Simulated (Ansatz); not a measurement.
# Dielectric response of NaCl (110) films, part 4 of 5

How well do thin rocksalt NaCl (110) films screen a perpendicular field?

Ansatz 0.2.0; plane-wave DFT, PBE, Ansatz PAW (the session's first sound run).

So far. Step 15 (Relaxation, 24 atoms, units 12): The gap is 4.35 eV, with the valence edge 6.26 eV and the conduction edge 1.91 eV under the upper vacuum level. Step 17 (Single point on the relaxed film, 24 atoms, units 12): The gap is 4.35 eV, with the valence edge 6.26 eV and the conduction edge 1.91 eV under the upper vacuum level.

### 18. Atoms held, 24 atoms, units 12, field 0.05 V/Å

Contents of input.yaml:

```yaml
crystal:
  lattice:
    - [3.98808225, 0.0, 0.0]
    - [0.0, 5.64, 0.0]
    - [0.0, 0.0, 39.9344523524]
  atoms:
    - { symbol: Na, position: [0.5, 0.5, 0.2257018162] }
    - { symbol: Cl, position: [0.5, 0.0, 0.2205334326] }
    - { symbol: Na, position: [0.0, 0.0, 0.2688662135] }
    - { symbol: Cl, position: [0.0, 0.5, 0.271829958] }
    - { symbol: Na, position: [0.5, 0.5, 0.3233649126] }
    - { symbol: Cl, position: [0.5, 0.0, 0.3219261055] }
    - { symbol: Na, position: [0.0, 0.0, 0.3725286917] }
    - { symbol: Cl, position: [0.0, 0.5, 0.3733198047] }
    - { symbol: Na, position: [0.5, 0.5, 0.4241170361] }
    - { symbol: Cl, position: [0.5, 0.0, 0.4236762076] }
    - { symbol: Na, position: [0.0, 0.0, 0.4744325113] }
    - { symbol: Cl, position: [0.0, 0.5, 0.4747326276] }
    - { symbol: Na, position: [0.5, 0.5, 0.5255674799] }
    - { symbol: Cl, position: [0.5, 0.0, 0.5252673727] }
    - { symbol: Na, position: [0.0, 0.0, 0.5758829573] }
    - { symbol: Cl, position: [0.0, 0.5, 0.5763237935] }
    - { symbol: Na, position: [0.5, 0.5, 0.6274713062] }
    - { symbol: Cl, position: [0.5, 0.0, 0.6266801959] }
    - { symbol: Na, position: [0.0, 0.0, 0.6766350886] }
    - { symbol: Cl, position: [0.0, 0.5, 0.6780738964] }
    - { symbol: Na, position: [0.5, 0.5, 0.7311337901] }
    - { symbol: Cl, position: [0.5, 0.0, 0.7281700446] }
    - { symbol: Na, position: [0.0, 0.0, 0.7742981862] }
    - { symbol: Cl, position: [0.0, 0.5, 0.7794665713] }
kpoints:
  mp_grid: { grid: [8, 6, 1] }
hamiltonian:
  xc: pbe
scf:
  occupations: { method: fixed }
  convergence: { dr2_threshold: 1.0e-10 }
efield:
  axis: 3
  dipole_correction: true
  ramp_position: 0.97
  ramp_width: 0.06
  amplitude: 0.05
output:
  write_potential: true
  write_density: true
  volumetric_format: npy
```

On the command line:

```sh
$ ansatz run input.yaml --threads 4 --pin off --max-ram 8192MiB --backend cpu --events-out ev --progress --plain --runs-dir out
```

Numbers of over 12 decimals in the logs are rounded to 6 here.

The program printed:

```text
[...]
Crystal: 24 atoms, lattice volume = 898.237 Å³
Basis set: ecut = 420 eV, 17619 PW (Γ)
Bands: 120, of which v1, the nominal top of the filled ones, is band 96 counted from 1 (95 counted from 0)
Symmetry: 4 space group operations
k-points: 20 of 48
[...]
k-point 0: bands = [... 92 lower, -1.9026, -1.8100, -1.7469, -1.3009, 2.6256, 3.0413, 3.2899, 3.7699, ... 20 higher]
  k-point 1: bands = [... 92 lower, -1.9424, -1.7867, -1.7537, -1.3072, 2.8567, 3.3006, 3.5236, 3.9445, ... 20 higher]
  k-point 2: bands = [... 92 lower, -2.0084, -1.7668, -1.7657, -1.3195, 3.3891, 3.8886, 4.1640, 4.4487, ... 20 higher]
  k-point 19: bands = [... 92 lower, -2.1404, -2.0388, -2.0316, -1.7113, 4.7377, 5.1356, 5.2861, 5.3483, ... 20 higher]
[key lines of the parts left out:]
SCF converged after 10 iterations
Free energy (F): -30833.749568 eV
Fermi energy:    -1.300881 eV
Dipole field:    D = 0.018770 V/Å  (p = 0.093172 e·Å, saw-weighted, corrected)
```

Elapsed: 71 s, on 4 threads of Intel Xeon Platinum 8259CL at 2.50GHz (Skylake/Cascade Lake), shared host; peak memory 3.5 GiB; 4.7 min of CPU time.

The dipole is 0.0932 e·Å, and the gap on the mesh 3.926 eV.

### 19. Atoms held, 24 atoms, units 12, field -0.05 V/Å

Edit input.yaml of step 18 so:

```diff
@@ -42,3 +42,3 @@
   ramp_width: 0.06
-  amplitude: 0.05
+  amplitude: -0.05
 output:
```

The program printed:

```text
[...]
Crystal: 24 atoms, lattice volume = 898.237 Å³
Basis set: ecut = 420 eV, 17619 PW (Γ)
Bands: 120, of which v1, the nominal top of the filled ones, is band 96 counted from 1 (95 counted from 0)
Symmetry: 4 space group operations
k-points: 20 of 48
[...]
k-point 0: bands = [... 92 lower, -1.9026, -1.8099, -1.7469, -1.3008, 2.6256, 3.0413, 3.2899, 3.7698, ... 20 higher]
  k-point 1: bands = [... 92 lower, -1.9423, -1.7866, -1.7537, -1.3071, 2.8567, 3.3007, 3.5236, 3.9445, ... 20 higher]
  k-point 2: bands = [... 92 lower, -2.0084, -1.7669, -1.7656, -1.3194, 3.3891, 3.8886, 4.1640, 4.4487, ... 20 higher]
  k-point 19: bands = [... 92 lower, -2.1404, -2.0387, -2.0315, -1.7112, 4.7377, 5.1356, 5.2861, 5.3484, ... 20 higher]
[key lines of the parts left out:]
SCF converged after 11 iterations
Free energy (F): -30833.749568 eV
Fermi energy:    -1.300811 eV
Dipole field:    D = -0.018768 V/Å  (p = -0.093162 e·Å, saw-weighted, corrected)
```

Wall time 72 s (4 threads); peak memory 3.5 GiB; 4.7 min of CPU time.

The dipole is -0.0932 e·Å, and the gap on the mesh 3.926 eV.

### 20. Response with the atoms held, 24 atoms, units 12

This step: plane-wave DFT, PBE, Ansatz PAW; response to a field along the normal, atoms held (Ansatz 0.2.0).

Local field over the applied field, running mean. From the potentials at -0.05 and 0.05 V/Å; running mean over 1.994 Å, taken twice. The local field over applied field by z:

z (Å), local field over applied field and a bar from the least value:
```
        4      0.999 ##############################
        6      0.961 ############################
        8      0.597 ###########
       10      0.378 
       12      0.404 #
       14      0.401 #
       16      0.400 #
       18      0.402 #
       20      0.400 #
       22      0.402 #
       24      0.400 #
       26      0.401 #
       28      0.404 #
       30      0.377 
       32      0.612 ###########
       34      0.966 ############################
```

The induced dipole is that of a conductor 14.99 Å thick.

### 21. Relaxing in the field, 24 atoms, units 12, field 0.05 V/Å

This step: plane-wave DFT, PBE, Ansatz PAW (Ansatz 0.2.0).

The same pair of relaxations in the field for this thickness.

Edit input.yaml of step 19 so:

```diff
@@ -42,3 +42,6 @@
   ramp_width: 0.06
-  amplitude: -0.05
+  amplitude: 0.05
+relax:
+  f_tol: 0.0006
+  max_steps: 70
 output:
```

The program printed:

```text
[...]
Crystal: 24 atoms, lattice volume = 898.237 Å³
Basis set: ecut = 420 eV, 17619 PW (Γ), exchange–correlation on 54×80×540 points (8 copies of the dense FFT grid, shifted against one another)
Bands: 120, of which v1, the nominal top of the filled ones, is band 96 counted from 1 (95 counted from 0)
Symmetry: 4 space group operations
k-points: 20 of 48
[...]
- { symbol: Cl, position: [0.0, 0.5, 0.576241] }
    - { symbol: Na, position: [0.5, 0.5, 0.627554] }
    - { symbol: Cl, position: [0.5, 0.0, 0.626640] }
    - { symbol: Na, position: [0.0, 0.0, 0.676787] }
    - { symbol: Cl, position: [0.0, 0.5, 0.677967] }
    - { symbol: Na, position: [0.5, 0.5, 0.731173] }
    - { symbol: Cl, position: [0.5, 0.0, 0.728161] }
    - { symbol: Na, position: [0.0, 0.0, 0.774479] }
    - { symbol: Cl, position: [0.0, 0.5, 0.779314] }
[key lines of the parts left out:]
SCF converged after 5 iterations
Free energy (F): -30833.748490 eV
Fermi energy:    -1.443384 eV
Dipole field:    D = 0.026933 V/Å  (p = 0.133696 e·Å, saw-weighted, corrected)
```

Elapsed: 2.5 min, on 4 threads; peak memory 2.8 GiB; 9.8 min of CPU time.

Step by step:

```csv
step,energy less that of the first step (eV),largest force component (eV/Å)
1,0.0000,0.0234
2,-0.0010,0.0038
3,-0.0010,0.0007
4,-0.0010,0.0003
```

Forces are held to the 4 operations that the run works with; a distortion that breaks them can't arise in this run.

The relaxed structure:

```cif
data_structure
_symmetry_space_group_name_H-M 'P 1'
_symmetry_Int_Tables_number 1
_cell_length_a 3.9881
_cell_length_b 5.6400
_cell_length_c 39.9345
_cell_angle_alpha 90.000
_cell_angle_beta 90.000
_cell_angle_gamma 90.000
_cell_volume 898.24
loop_
_atom_site_label
_atom_site_type_symbol
_atom_site_fract_x
_atom_site_fract_y
_atom_site_fract_z
_atom_site_occupancy
Na1 Na 0.50000 0.50000 0.22585 1
Cl2 Cl 0.50000 0.00000 0.22034 1
Na3 Na 0.00000 0.00000 0.26888 1
Cl4 Cl 0.00000 0.50000 0.27180 1
Na5 Na 0.50000 0.50000 0.32346 1
Cl6 Cl 0.50000 0.00000 0.32178 1
Na7 Na 0.00000 0.00000 0.37258 1
Cl8 Cl 0.00000 0.50000 0.37323 1
Na9 Na 0.50000 0.50000 0.42421 1
Cl10 Cl 0.50000 0.00000 0.42356 1
Na11 Na 0.00000 0.00000 0.47451 1
Cl12 Cl 0.00000 0.50000 0.47465 1
Na13 Na 0.50000 0.50000 0.52566 1
Cl14 Cl 0.50000 0.00000 0.52518 1
Na15 Na 0.00000 0.00000 0.57599 1
Cl16 Cl 0.00000 0.50000 0.57624 1
Na17 Na 0.50000 0.50000 0.62755 1
Cl18 Cl 0.50000 0.00000 0.62664 1
Na19 Na 0.00000 0.00000 0.67679 1
Cl20 Cl 0.00000 0.50000 0.67797 1
Na21 Na 0.50000 0.50000 0.73117 1
Cl22 Cl 0.50000 0.00000 0.72816 1
Na23 Na 0.00000 0.00000 0.77448 1
Cl24 Cl 0.00000 0.50000 0.77931 1
```

The relaxation took 4 steps and lowered the energy by 0.0010 eV; the largest force on the free atoms ends at 3.0e-4 eV/Å.

The dipole is 0.134 e·Å, and the gap on the mesh 4.199 eV.

### 22. Relaxing in the field, 24 atoms, units 12, field -0.05 V/Å

The opposite sign, again from the field-free geometry; the difference of the two cancels what relaxes without a field.

Edit input.yaml of step 21 so:

```diff
@@ -42,3 +42,3 @@
   ramp_width: 0.06
-  amplitude: 0.05
+  amplitude: -0.05
 relax:
```

The program printed:

```text
[...]
Crystal: 24 atoms, lattice volume = 898.237 Å³
Basis set: ecut = 420 eV, 17619 PW (Γ), exchange–correlation on 54×80×540 points (8 copies of the dense FFT grid, shifted against one another)
Bands: 120, of which v1, the nominal top of the filled ones, is band 96 counted from 1 (95 counted from 0)
Symmetry: 4 space group operations
k-points: 20 of 48
[...]
- { symbol: Cl, position: [0.0, 0.5, 0.576438] }
    - { symbol: Na, position: [0.5, 0.5, 0.627420] }
    - { symbol: Cl, position: [0.5, 0.0, 0.626770] }
    - { symbol: Na, position: [0.0, 0.0, 0.676536] }
    - { symbol: Cl, position: [0.0, 0.5, 0.678222] }
    - { symbol: Na, position: [0.5, 0.5, 0.731123] }
    - { symbol: Cl, position: [0.5, 0.0, 0.728195] }
    - { symbol: Na, position: [0.0, 0.0, 0.774154] }
    - { symbol: Cl, position: [0.0, 0.5, 0.779662] }
[key lines of the parts left out:]
SCF converged after 5 iterations
Free energy (F): -30833.748490 eV
Fermi energy:    -1.443379 eV
Dipole field:    D = -0.026933 V/Å  (p = -0.133696 e·Å, saw-weighted, corrected)
```

Elapsed: 2.5 min, on 4 threads; peak memory 2.8 GiB; 9.9 min of CPU time.

The steps of the relaxation:

```csv
step,energy less that of the first step (eV),largest force component (eV/Å)
1,0.0000,0.0234
2,-0.0010,0.0038
3,-0.0010,0.0007
4,-0.0010,0.0003
```

The run keeps the 4 symmetry operations that it works with, so distortions that break them were not tested.

Final coordinates:

```cif
data_structure
_symmetry_space_group_name_H-M 'P 1'
_symmetry_Int_Tables_number 1
_cell_length_a 3.9881
_cell_length_b 5.6400
_cell_length_c 39.9345
_cell_angle_alpha 90.000
_cell_angle_beta 90.000
_cell_angle_gamma 90.000
_cell_volume 898.24
loop_
_atom_site_label
_atom_site_type_symbol
_atom_site_fract_x
_atom_site_fract_y
_atom_site_fract_z
_atom_site_occupancy
Na1 Na 0.50000 0.50000 0.22552 1
Cl2 Cl 0.50000 0.00000 0.22069 1
Na3 Na 0.00000 0.00000 0.26883 1
Cl4 Cl 0.00000 0.50000 0.27184 1
Na5 Na 0.50000 0.50000 0.32321 1
Cl6 Cl 0.50000 0.00000 0.32203 1
Na7 Na 0.00000 0.00000 0.37245 1
Cl8 Cl 0.00000 0.50000 0.37336 1
Na9 Na 0.50000 0.50000 0.42401 1
Cl10 Cl 0.50000 0.00000 0.42376 1
Na11 Na 0.00000 0.00000 0.47434 1
Cl12 Cl 0.00000 0.50000 0.47482 1
Na13 Na 0.50000 0.50000 0.52549 1
Cl14 Cl 0.50000 0.00000 0.52535 1
Na15 Na 0.00000 0.00000 0.57579 1
Cl16 Cl 0.00000 0.50000 0.57644 1
Na17 Na 0.50000 0.50000 0.62742 1
Cl18 Cl 0.50000 0.00000 0.62677 1
Na19 Na 0.00000 0.00000 0.67654 1
Cl20 Cl 0.00000 0.50000 0.67822 1
Na21 Na 0.50000 0.50000 0.73112 1
Cl22 Cl 0.50000 0.00000 0.72820 1
Na23 Na 0.00000 0.00000 0.77415 1
Cl24 Cl 0.00000 0.50000 0.77966 1
```

The relaxation took 4 steps and lowered the energy by 0.0010 eV; the largest force on the free atoms ends at 3.0e-4 eV/Å.

The dipole is -0.134 e·Å, and the gap on the mesh 4.199 eV.

### 23. Response with the atoms relaxed, 24 atoms, units 12

This step: plane-wave DFT, PBE, Ansatz PAW; response to a field along the normal, atoms relaxed (Ansatz 0.2.0).

This step gave:

| Quantity | Value |
| --- | --- |
| equivalent conductor thickness p/(ε₀AE) | 21.51 Å |
| inner field over outer field | 0.1624 |
| local ε in the middle | 6.158 |

Local field over the applied field, running mean. From the potentials at -0.05 and 0.05 V/Å; running mean over 1.994 Å, taken twice. The local field over applied field by z:

z (Å), local field over applied field and a bar:
```
        4      0.999 ##############################
        5      0.993 ##############################
        6      0.911 ###########################
        7      0.685 ####################
        8      0.402 ###########
        9      0.148 ###
       10      0.066 
       11      0.170 ###
       12      0.216 #####
       13      0.150 ###
       14      0.117 ##
       15      0.157 ###
       16      0.174 ###
       17      0.150 ###
       18      0.138 ##
       19      0.154 ###
       20      0.165 ###
       21      0.152 ###
       22      0.138 ##
       23      0.153 ###
       24      0.174 ###
       25      0.153 ###
       26      0.117 ##
       27      0.157 ###
       28      0.216 #####
       29      0.156 ###
       30      0.069 
       31      0.175 ###
       32      0.414 ###########
       33      0.698 ####################
       34      0.926 ############################
       35      0.994 ##############################
```

The induced dipole is that of a conductor 21.51 Å thick.

### 24. Electronic ε from the series

This step: plane-wave DFT, PBE, Ansatz PAW; permittivity from the thickness series, atoms held (Ansatz 0.2.0).

Each added layer adds t(1 − 1/ε) to the dipole term, so the slope against thickness gives ε without a choice of where the film ends.

Numbers from this step:

```yaml
slope: 0.5981
intercept_of_the_fit: 1.637 Å
eps_of_the_interior: 2.488
```

Equivalent conductor thickness against distance between the outer atoms:

```csv
distance between the outer atoms (Å),equivalent conductor thickness (Å)
8.11,6.49
14.21,10.1
22.32,15.0
```

By hand, from the thinnest and the thickest film: slope = (14.990 − 6.492) / (22.321 − 8.111) = 0.598, so ε = 1/(1 − 0.598) = 2.49.

### 25. Static ε from the series

This step: plane-wave DFT, PBE, Ansatz PAW; permittivity from the thickness series, atoms relaxed (Ansatz 0.2.0).

The same fit for the relaxed films. The nearer its slope lies to 1, the more ε hangs on small errors.

Numbers from this step:

```yaml
slope: 0.8367
intercept_of_the_fit: 2.834 Å
eps_of_the_interior: 6.125
```

Equivalent conductor thickness against distance between the outer atoms:

```csv
distance between the outer atoms (Å),equivalent conductor thickness (Å)
8.11,9.62
22.32,21.5
```

By hand, from the thinnest and the thickest film: slope = (21.511 − 9.620) / (22.322 − 8.111) = 0.837, so ε = 1/(1 − 0.837) = 6.13. One nm of such a film has the capacitance of 3.9/6.13 = 0.64 nm of SiO₂ (its equivalent oxide thickness).

### 26. The bulk crystal

This step: plane-wave DFT, PBE, Ansatz PAW (Ansatz 0.2.0).

System of this step: rocksalt NaCl. It takes space group Fm-3m (No. 225, cubic). The conventional cell has a = 5.640 Å, b = 5.640 Å, c = 5.640 Å, α = 90.00°, β = 90.00°, γ = 90.00°. Nearest to Na lie 6 Cl at 2.82 Å. Cl has 6 Na at 2.82 Å nearest. Farther neighbours and most contacts between anions are not listed.

Band edges are better read in the bulk than in a thin slab, where confinement and surface states shift them. The bulk run gives them against its mean potential.

Contents of input.yaml:

```yaml
crystal:
  lattice:
    - [0.0, 2.82, 2.82]
    - [2.82, 0.0, 2.82]
    - [2.82, 2.82, 0.0]
  atoms:
    - { symbol: Na, position: [0.0, 0.0, 0.0] }
    - { symbol: Cl, position: [0.5, 0.5, 0.5] }
kpoints:
  mp_grid: { grid: [10, 10, 10] }
  band_path: { path: [VBM, CBM], npoints: 1 }
hamiltonian:
  xc: pbe
scf:
  occupations: { method: fixed }
  convergence: { dr2_threshold: 1.0e-09 }
output:
  eigenvalues: true
checkpoint:
  write: bulk.run
  compress: false
  write_wavefunctions: false
```

The program printed:

```text
[...]
Crystal: 2 atoms, lattice volume = 44.852 Å³
Basis set: ecut = 420 eV, 893 PW (Γ)
Bands: 12, of which v1, the nominal top of the filled ones, is band 8 counted from 1 (7 counted from 0)
Symmetry: 48 space group operations
[...]
k-points: 47 of 1000
[...]
SCF iter   1: F=—  HF=-2569.552078 eV  |F-HF|=—  |Δ(HF+E_count)|=         —  Δρ=9.64e-4  dr2=5.82e-4  ethr=1.77e-3  ⟨swp⟩=5.0  Hψ=2868  notcnv=0  defer=80
[...]
SCF iter   9: F=-2569.551925 eV  HF=-2569.551925 eV  |F-HF|=4.76e-10  |Δ(HF+E_count)|=   3.37e-9  Δρ=9.60e-7  dr2=6.52e-10  ethr=6.25e-12  ⟨swp⟩=2.1  Hψ=2171  notcnv=0
SCF 1 converged in 9 iterations: F = -2569.551925 eV  dr2 = 6.52e-10
[...]
SCF converged after 9 iterations
Free energy (F): -2569.551925 eV
[...]
Internal energy: -2569.551925 eV  (E = F + TS)
E sigma→0 (E₀):  -2569.551925 eV
Fermi energy:    1.104856 eV
[...]
--- Band table (eV; the first three rows and the last of 47) ---
  k-point 0: bands = [... 4 lower, -11.5514, 1.1049, 1.1049, 1.1049, 6.2122, 12.1382, 12.1382, 12.1382]
  k-point 1: bands = [... 4 lower, -11.5211, 0.8589, 1.0783, 1.0783, 6.5421, 11.7704, 12.2681, 12.2681]
  k-point 2: bands = [... 4 lower, -11.4403, 0.3072, 1.0104, 1.0104, 7.2942, 11.2221, 12.4477, 12.4477]
  k-point 46: bands = [... 4 lower, -11.1545, -0.2360, 0.0869, 0.3682, 9.7151, 10.2776, 11.2772, 12.6984]
```

Elapsed: 0.9 s, on 4 threads; peak memory 0.35 GiB.

Numbers from this step:

```yaml
gap_on_the_k_mesh: 5.107 eV
gap_along_the_path: 5.107 eV
smallest_direct_gap_along_the_path: 5.107 eV
gap_the_smaller_of_path_and_mesh: 5.107 eV
```

The gap is 5.11 eV.

### 27. Band edges against the vacuum, levels PBE

This step: plane-wave DFT, PBE, Ansatz PAW; band edges against the vacuum, bulk levels by PBE (Ansatz 0.2.0).

System of this step: NaCl (110), 12 units. The cell holds 24 atoms: 12 Na and 12 Cl. Its edges and angles: a = 3.988 Å, b = 5.640 Å, c = 39.934 Å, α = 90.0°, β = 90.0°, γ = 90.0°. It derives from NaCl (rocksalt NaCl). Vacuum lies along c.

The averaged potential in the middle of the thickest slab ties the bulk's levels to the vacuum level.

Contents of align.yaml:

```yaml
surface:
  bulk: { run: bulk.run }
  slab: { run: end12.run, axis: 3 }
  face: plus
  period: 1.99404
```

On the command line:

```sh
$ ansatz align-bands align.yaml -- --threads 4 --pin off
```

The program printed:

```text
plus face
ionisation energy 6.686 eV
electron affinity 1.578 eV
  bulk: levels by pbe on the potential of pbe; from 18.97 to 20.96 Å its average varies by 0.1399 eV and climbs by +0.0002; the bulk's density to 1.81 % (its layers are strained against the bulk's: take a thicker slab or side, or run the bulk at their strain)
  vacuum: slopes by 0.0000 eV/Å; line-up 5.7027 eV
  the slab's own level stands +0.426 eV from the bulk's
  of the slab's run: its band edges are its mesh's, and a band can turn off it. A run with kpoints.band_path: { path: [VBM, CBM], npoints: 1 } finds the zone's; the potential's macroscopic average varies by 0.1399 eV from 18.970 to 20.964 Å, more than 0.03 eV: the crystal is too thin there to have an interior, or the window reaches out of it, or the period is not the layers'
```

Run time: 0.08 s. Hardware: 4 threads.

This step gave:

```yaml
ionisation_energy: 6.686 eV
electron_affinity: 1.578 eV
slab_level_shift: 0.4255 eV
```

Check by hand: ionisation energy less affinity, 6.69 − (1.58) = 5.11 eV, is the bulk gap at this level.

The program warns that the averaged potential varies by 0.14 eV in the slab's middle, which these edges carry as an error.

[end of part 4 of 5]

[Logs are printed without paths, hosts, clocks, repeated set-up lines and the standing remarks that a program may print on its own settings, such as how far it seeks lower states.]

[Hosts, paths, dates, database ids (printed as entryN), source tags and the programs' standing remarks are cut or masked in the printed files.]

[Maps of the electrostatic potential energy from Ansatz leave out the sawtooth potential of an applied field or a dipole correction, so their vacuum need not be flat; planar profiles and work functions include it.]
